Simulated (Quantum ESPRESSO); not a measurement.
# Energy and gap at +3 % biaxial strain: 2H-CrSeTe, 1 layer

Method. Quantum ESPRESSO 7.5 driven by ASE, PBE, GBRV ultrasoft, ESM (bc1); atomic heights clamped; cell area 9.728 Å² at zero strain.

| strain (%) | energy (meV a cell) | gap on the mesh (eV) |
| --- | --- | --- |
| −3 | 94.98 | 0.777 |
| −1.5 | 26.11 | 0.706 |
| 0 | 0.00 | 0.618 |
| +1.5 | 11.77 | 0.498 |

**Question.** What are energy and gap at +3 %, and how stiff is the sheet?

**Worked estimate.** About zero, E'' = (26.11 + 11.77 − 2 × 0.00)/1.5² = 16.84 meV per %² and E' = (11.77 − 26.11)/3 = −4.78 meV per %. With E = A K ε², where K = (C11 + C22)/2 + C12 (C11 + C12 for a hexagonal sheet), K = 16.84 × 10/(2 × 9.728) × 16.02 = 139 N/m. The parabola gives E(+3 %) = 0.00 + 3 × (−4.78) + 4.5 × 16.84 = 61.4 meV. Continuing the last slope, the gap is 2 × 0.498 − 0.618 = 0.378 eV.

**The withheld run.** E = 57.0 meV and the gap 0.390 eV. The parabola misses by +4.4 meV, too high, since bonds soften under tension. The gap's line misses by −0.012 eV.

Caveats: Clamped heights stiffen sheets with several planes. Semilocal gap, no spin-orbit coupling.
